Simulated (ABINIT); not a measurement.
# A GW chain in ABINIT: MgO (Fm-3m), part 3 of 3

Aim: the G0W0 gap of MgO (Fm-3m) on PBEsol, step by step.

ABINIT 10.8.3; PBEsol and many-body steps on it, plane waves. Known limits of the many-body steps: not at the basis limit.

So far. Step 4 (Empty states on the mesh, 6×6×6 mesh, 117 bands): On this mesh the gap is 4.791 eV. Step 5 (Screening, 6×6×6 mesh, 109 bands, screening to 244.9 eV): Local fields lower ε∞ by 7 %.

## Step 6: Self-energy, 6×6×6 mesh, 109 bands, screening to 244.9 eV

The self-energy is evaluated for the states that the input lists, and the levels follow from it, in one-shot runs by the linearised quasiparticle equation.

This step: G0W0 on PBEsol, plane waves, norm-conserving pseudopotentials.

Contents of run.abi:

```
acell 3*1.0 Angstrom
rprim 
  -0.000000000000 2.097001392700 2.097001392700
  2.097001392700 -0.000000000000 2.097001392700
  2.097001392700 2.097001392700 -0.000000000000
ntypat 2
znucl 12 8
natom 2
typat 1 2
xred 
  0.000000000000 0.000000000000 0.000000000000
  0.500000000000 0.500000000000 0.500000000000
pp_dirpath "pseudos"
pseudos "Mg.upf, O.upf"
ecut 38
ngkpt 6 6 6
nshiftk 1
shiftk 0 0 0
kptopt 1
chksymbreak 0
istwfk *1
occopt 1
irdwfk 1
optdriver 4
nband 109
gwcalctyp 2
ecutsigx 38
symsigma 1
nkptgw 16
kptgw 
  0.0000000000 0.0000000000 0.0000000000
  0.1666666667 0.0000000000 0.0000000000
  0.3333333333 0.0000000000 0.0000000000
  0.5000000000 0.0000000000 0.0000000000
  0.1666666667 0.1666666667 0.0000000000
  0.3333333333 0.1666666667 0.0000000000
  0.5000000000 0.1666666667 0.0000000000
  -0.3333333333 0.1666666667 0.0000000000
  -0.1666666667 0.1666666667 0.0000000000
  0.3333333333 0.3333333333 0.0000000000
  0.5000000000 0.3333333333 0.0000000000
  -0.3333333333 0.3333333333 0.0000000000
  0.5000000000 0.5000000000 0.0000000000
  0.5000000000 0.3333333333 0.1666666667
  -0.3333333333 0.3333333333 0.1666666667
  -0.3333333333 0.5000000000 0.1666666667
bdgw 
  1 15
  1 15
  1 15
  1 15
  1 15
  1 15
  1 15
  1 15
  1 15
  1 15
  1 15
  1 15
  1 15
  1 15
  1 15
  1 15
ecuteps 9
irdscr 1
indata_prefix "in"
outdata_prefix "out"
tmpdata_prefix "tmp"
```

Launch:

```
OMP_NUM_THREADS=1 mpirun -n 8 abinit run.abi > log
```

Numbers of over 12 decimals in the logs are rounded to 6 here.

The log of the run:

```text
.Version 10.8.3 of ABINIT. v10.8.2 released Aug 2026.

 Symmetries : space group Fm -3 m (#225); Bravais cF (face-center cubic)
[... echo of the input left out ...]
== DATASET  1 ==================================================================
-   mpi_nproc: 8, omp_nthreads: 1 (-1 if OMP is not activated)

--- !DatasetInfo
iteration_state: {dtset: 1, }
dimensions: {natom: 2, nkpt: 16, mband: 109, nsppol: 1, nspinor: 1, nspden: 1, mpw: 1411, }
cutoff_energies: {ecut:  38.0, pawecutdg:  -1.0, }
electrons: {nelect:   1.60000000E+01, charge:   0.00000000E+00, occopt:   1.00000000E+00, tsmear:   1.00000000E-02, }

 SIGMA: Calculation of the GW corrections

 Based on a program developped by R.W. Godby, V. Olevano, G. Onida, and L. Reining.
 Incorporated in ABINIT by V. Olevano, G.-M. Rignanese, and M. Torrent.
.Using double precision arithmetic ; gwpc =  8

[... cell and pseudopotentials left out ...]
--------------------------------------------------------------------------------

 ==== K-mesh for the wavefunctions ====
 Number of points in the irreducible wedge :    16
[... list of points left out ...]
 Together with 48 symmetry operations and time-reversal symmetry
 yields   216 points in the full Brillouin Zone.

 ==== Q-mesh for screening function ====
 Number of points in the irreducible wedge :    16
[... list of points left out ...]
 Together with 48 symmetry operations and time-reversal symmetry
 yields   216 points in the full Brillouin Zone.

 vcoul_init : cutoff-mode = AUXILIARY_FUNCTION
 q-points for optical limit:   1
     1)      0.000010    0.000020    0.000030
 setmesh: FFT mesh size selected  =    32x   32x   32
          total number of points  =        32768

 Number of electrons calculated from density =   16.0000; Expected =   16.0000
 average of density, n =  0.128557
 r_s =    1.2291
 omega_plasma =   34.5863 [eV]

 === KS Band Gaps ===
  >>>> For spin  1
   Minimum direct gap =   4.7906 [eV], located at k-point      :   0.0000  0.0000  0.0000
   Fundamental gap    =   4.7906 [eV], Top of valence bands at :   0.0000  0.0000  0.0000
                                       Bottom of conduction at :   0.0000  0.0000  0.0000
 SIGMA fundamental parameters:
 CONTOUR DEFORMATION
 number of plane-waves for SigmaX                 1411
 number of plane-waves for SigmaC and W            169
 number of plane-waves for wavefunctions          1411
 number of bands                                   109
 number of independent spin polarizations            1
 number of spinorial components                      1
 number of k-points in IBZ                          16
 number of q-points in IBZ                          16
 number of symmetry operations                      48
 number of k-points in BZ                          216
 number of q-points in BZ                          216
 number of frequencies for dSigma/dE                 9
 frequency step for dSigma/dE [eV]                0.25
 number of omega for Sigma on real axis              0
 max omega for Sigma on real axis  [eV]           0.00
 zcut for avoiding poles [eV]                     0.10

 EPSILON^-1 parameters (SCR file):
 dimension of the eps^-1 matrix on file            169
 dimension of the eps^-1 matrix used               169
 number of plane-waves for wavefunctions          1411
 number of bands                                   109
 number of q-points in IBZ                          16
 number of frequencies                              24
 number of real frequencies                         16
 number of imag frequencies                          8

 matrix elements of self-energy operator (all in [eV])

 Perturbative Calculation

--- !SelfEnergy_ee
iteration_state: {dtset: 1, }
kpoint     : [   0.000,    0.000,    0.000, ]
spin       : 1
KS_gap     :    4.791
QP_gap     :    7.311
Delta_QP_KS:    2.521
data: !SigmaeeData |
     Band     E0 <VxcDFT>   SigX SigC(E0)      Z dSigC/dE  Sig(E)    E-E0       E
        1 -67.169 -33.965 -58.139   9.564   0.822  -0.216 -45.981 -12.016 -79.185
        1   0.000   0.000   0.000   0.389   0.000   0.000   0.320   0.320   0.320
        2 -34.110 -31.888 -45.801   6.487   0.818  -0.222 -37.966  -6.078 -40.188
        2   0.000   0.000   0.000   0.023   0.000   0.000   0.019   0.019   0.019
        3 -34.110 -31.888 -45.801   6.487   0.818  -0.222 -37.966  -6.078 -40.188
        3   0.000   0.000   0.000   0.023   0.000   0.000   0.019   0.019   0.019
        4 -34.110 -31.888 -45.801   6.487   0.818  -0.222 -37.966  -6.078 -40.188
        4   0.000   0.000   0.000   0.023   0.000   0.000   0.019   0.019   0.019
        5 -12.475 -18.353 -30.609   8.837   0.695  -0.438 -20.730  -2.377 -14.852
        5   0.000   0.000   0.000   0.960   0.000   0.000   0.668   0.668   0.668
[...]
--- !SelfEnergy_ee
iteration_state: {dtset: 1, }
kpoint     : [   0.167,    0.000,    0.000, ]
spin       : 1
KS_gap     :    6.384
QP_gap     :    9.068
Delta_QP_KS:    2.684
data: !SigmaeeData |
     Band     E0 <VxcDFT>   SigX SigC(E0)      Z dSigC/dE  Sig(E)    E-E0       E
[...]
--- !SelfEnergy_ee
iteration_state: {dtset: 1, }
kpoint     : [   0.333,    0.000,    0.000, ]
spin       : 1
KS_gap     :    8.177
QP_gap     :   11.018
Delta_QP_KS:    2.841
data: !SigmaeeData |
     Band     E0 <VxcDFT>   SigX SigC(E0)      Z dSigC/dE  Sig(E)    E-E0       E
[...]
--- !SelfEnergy_ee
iteration_state: {dtset: 1, }
kpoint     : [   0.500,    0.000,    0.000, ]
spin       : 1
KS_gap     :    8.517
QP_gap     :   11.348
Delta_QP_KS:    2.831
data: !SigmaeeData |
     Band     E0 <VxcDFT>   SigX SigC(E0)      Z dSigC/dE  Sig(E)    E-E0       E
[...]
--- !SelfEnergy_ee
iteration_state: {dtset: 1, }
kpoint     : [   0.167,    0.167,    0.000, ]
spin       : 1
KS_gap     :    7.090
QP_gap     :    9.849
Delta_QP_KS:    2.759
data: !SigmaeeData |
     Band     E0 <VxcDFT>   SigX SigC(E0)      Z dSigC/dE  Sig(E)    E-E0       E
[...]
--- !SelfEnergy_ee
iteration_state: {dtset: 1, }
kpoint     : [   0.333,    0.167,    0.000, ]
spin       : 1
KS_gap     :    9.070
QP_gap     :   12.029
Delta_QP_KS:    2.959
data: !SigmaeeData |
     Band     E0 <VxcDFT>   SigX SigC(E0)      Z dSigC/dE  Sig(E)    E-E0       E
[...]
--- !SelfEnergy_ee
iteration_state: {dtset: 1, }
kpoint     : [   0.500,    0.167,    0.000, ]
spin       : 1
KS_gap     :    9.821
QP_gap     :   12.762
Delta_QP_KS:    2.941
data: !SigmaeeData |
     Band     E0 <VxcDFT>   SigX SigC(E0)      Z dSigC/dE  Sig(E)    E-E0       E
[...]
--- !SelfEnergy_ee
iteration_state: {dtset: 1, }
kpoint     : [  -0.333,    0.167,    0.000, ]
spin       : 1
KS_gap     :    9.632
QP_gap     :   12.597
Delta_QP_KS:    2.965
data: !SigmaeeData |
     Band     E0 <VxcDFT>   SigX SigC(E0)      Z dSigC/dE  Sig(E)    E-E0       E
[...]
--- !SelfEnergy_ee
iteration_state: {dtset: 1, }
kpoint     : [  -0.167,    0.167,    0.000, ]
spin       : 1
KS_gap     :    8.058
QP_gap     :   10.938
Delta_QP_KS:    2.881
data: !SigmaeeData |
     Band     E0 <VxcDFT>   SigX SigC(E0)      Z dSigC/dE  Sig(E)    E-E0       E
[...]
--- !SelfEnergy_ee
iteration_state: {dtset: 1, }
kpoint     : [   0.333,    0.333,    0.000, ]
spin       : 1
KS_gap     :   10.428
QP_gap     :   13.485
Delta_QP_KS:    3.058
data: !SigmaeeData |
     Band     E0 <VxcDFT>   SigX SigC(E0)      Z dSigC/dE  Sig(E)    E-E0       E
[...]
--- !SelfEnergy_ee
iteration_state: {dtset: 1, }
kpoint     : [   0.500,    0.333,    0.000, ]
spin       : 1
KS_gap     :   10.949
QP_gap     :   13.804
Delta_QP_KS:    2.856
data: !SigmaeeData |
     Band     E0 <VxcDFT>   SigX SigC(E0)      Z dSigC/dE  Sig(E)    E-E0       E
[...]
--- !SelfEnergy_ee
iteration_state: {dtset: 1, }
kpoint     : [  -0.333,    0.333,    0.000, ]
spin       : 1
KS_gap     :   11.288
QP_gap     :   14.295
Delta_QP_KS:    3.007
data: !SigmaeeData |
     Band     E0 <VxcDFT>   SigX SigC(E0)      Z dSigC/dE  Sig(E)    E-E0       E
[...]
--- !SelfEnergy_ee
iteration_state: {dtset: 1, }
kpoint     : [   0.500,    0.500,    0.000, ]
spin       : 1
KS_gap     :   10.412
QP_gap     :   13.143
Delta_QP_KS:    2.730
data: !SigmaeeData |
     Band     E0 <VxcDFT>   SigX SigC(E0)      Z dSigC/dE  Sig(E)    E-E0       E
[...]
--- !SelfEnergy_ee
iteration_state: {dtset: 1, }
kpoint     : [   0.500,    0.333,    0.167, ]
spin       : 1
KS_gap     :   11.075
QP_gap     :   14.222
Delta_QP_KS:    3.147
data: !SigmaeeData |
     Band     E0 <VxcDFT>   SigX SigC(E0)      Z dSigC/dE  Sig(E)    E-E0       E
[...]
--- !SelfEnergy_ee
iteration_state: {dtset: 1, }
kpoint     : [  -0.333,    0.333,    0.167, ]
spin       : 1
KS_gap     :   11.835
QP_gap     :   14.941
Delta_QP_KS:    3.106
data: !SigmaeeData |
     Band     E0 <VxcDFT>   SigX SigC(E0)      Z dSigC/dE  Sig(E)    E-E0       E
[...]
--- !SelfEnergy_ee
iteration_state: {dtset: 1, }
kpoint     : [  -0.333,    0.500,    0.167, ]
spin       : 1
KS_gap     :   12.201
QP_gap     :   15.204
Delta_QP_KS:    3.003
data: !SigmaeeData |
     Band     E0 <VxcDFT>   SigX SigC(E0)      Z dSigC/dE  Sig(E)    E-E0       E
[...]
13   0.000   0.000   0.000  -0.210   0.000   0.000  -0.164  -0.164  -0.164
       14  29.540 -10.988  -3.490  -5.972   0.808  -0.238  -9.755   1.233  30.773
       14   0.000   0.000   0.000  -0.480   0.000   0.000  -0.387  -0.387  -0.387
       15  31.330 -12.867  -5.061  -5.814   0.852  -0.173 -11.170   1.697  33.027
       15   0.000   0.000   0.000  -0.577   0.000   0.000  -0.492  -0.492  -0.492

 New Fermi energy :        2.517939E-01 Ha ,    6.851660E+00 eV
 New Exchange energy :    -1.098249E+01 Ha ,   -2.988489E+02 eV

 === QP Band Gaps ===
  >>>> For spin  1
   Minimum direct gap =   7.3114 [eV], located at k-point      :   0.0000  0.0000  0.0000
   Fundamental gap    =   7.3114 [eV], Top of valence bands at :   0.0000  0.0000  0.0000
                                       Bottom of conduction at :   0.0000  0.0000  0.0000

== END DATASET(S) ==============================================================
================================================================================

 -outvars: echo values of variables after computation  --------
           etotal      0.0000000000E+00
            nband         109
             nkpt          16
          spgroup         225
 [... the other variables as echoed above ...]

 Calculation completed.
```

Wall time 4.3 min (8 MPI ranks of Arm Neoverse V1, shared host); peak memory 2 GiB; 34 min of CPU time.

Numbers from this step:

```yaml
g0w0_gap_on_the_mesh: 7.311 eV
starting_gap_on_the_mesh: 4.791 eV
k_of_the_valence_top: 0, 0, 0
k_of_the_conduction_bottom: 0, 0, 0
z_at_the_valence_top: 0.785
z_at_the_conduction_bottom: 0.841
least_direct_g0w0_gap_on_the_computed_points: 7.311 eV
```

The gap on the mesh goes from 4.79 eV to 7.31 eV, a correction of +2.52 eV.

Limits: finite bands, cutoff and mesh. v1 is the top filled band, c1 the lowest empty one. Levels before and after the correction, in eV, zero at the valence-band top of each column:

|  | conduction bottom | valence top |
| --- | --- | --- |
| Kohn-Sham | 4.79 | 0.00 |
| G0W0 | 7.31 | 0.00 |

|  | level | energy (eV) |
| --- | --- | --- |
| Kohn-Sham | Γ v4 | -17.201 |
| Kohn-Sham | Γ v3-v1 | 0.000 |
| Kohn-Sham | Γ c1 | 4.791 |
| Kohn-Sham | Γ c2-c4 | 15.861 |
| G0W0 | Γ v4 | -18.048 |
| G0W0 | Γ v3-v1 | 0.000 |
| G0W0 | Γ c1 | 7.311 |
| G0W0 | Γ c2-c4 | 18.614 |

## Step 7: Where the time went

Times are wall times on 8 MPI ranks of Arm Neoverse V1, shared host, good to a factor of about two.

| step | time | share | memory (GiB) |
| --- | --- | --- | --- |
| ground state | 3.5 s | 1 % | 0.48 |
| bands along the symmetry lines | 3 s | 1 % | 0.07 |
| empty states on the mesh | 7.5 s | 2 % | 1.3 |
| screening | 79 s | 23 % | 1.6 |
| self-energy | 4.3 min | 73 % | 2.0 |

## Step 8: What came out

```json
{"PBEsol gap": "4.79 eV, direct", "G0W0 gap on the mesh": "7.31 eV", "GW settings": "6×6×6 mesh, 109 bands, screening to 244.9 eV, contour deformation", "known limits": "not at the basis limit"}
```

G0W0 moves the gap on the mesh from 4.79 eV to 7.31 eV (+2.52 eV), with Z of 0.79 and 0.84 at the edges. Local fields lower the RPA ε∞ on this mesh from 3.33 to 3.11. The dearest step here is «self-energy». Against experiment, by G0W0@PBEsol: the direct gap of 7.31 eV lies −0.52 eV from the measured 7.83 eV (direct, quoted 2021); the gap of 7.31 eV lies −0.52 eV from the measured 7.83 eV (kind not stated, quoted 2009). An exciton line or allowed optical edge lies below the quasiparticle gap by the binding energy; a forbidden edge can push the onset above it. The calculation has static nuclei and no excitons; a measured gap holds zero-point and thermal motion, which mostly lowers it. Against the values above the computed gap that would widen the miss. A likelier cause is too strong a screening: the start's gap is only 4.79 eV, and one shot does not repair that. Bands and cutoff are finite, so the gap is not at the basis limit. The miss can reach some tenths of an eV and take either sign; the mesh is an error of its own.

[Paths, hosts, dates, memory and timing lines, banners, echoed tables and standing remarks are left out of the program output.]

[Logs are printed without paths, hosts, clocks, repeated set-up lines and the standing remarks that a program may print on its own settings, such as how far it seeks lower states.]

[Runs of the session that timed out or met a known fault of the program may be left out.]

[No measured gap is set beside runs whose start may be inverted or whose files or cutoffs have a known fault.]

[Hosts, paths, dates, database ids (printed as entryN), source tags and the programs' standing remarks are cut or masked in the printed files.]

[G0W0 gaps are taken among the corrected bands and points alone; a level outside them can change the order at an edge.]

[Where Ansatz stands beside ABINIT at settings called matched, ABINIT's density can come from a denser mesh and the files from another edition; pairs whose starting gaps differed by over 0.03 eV were left out, so agreement reads better than it is.]
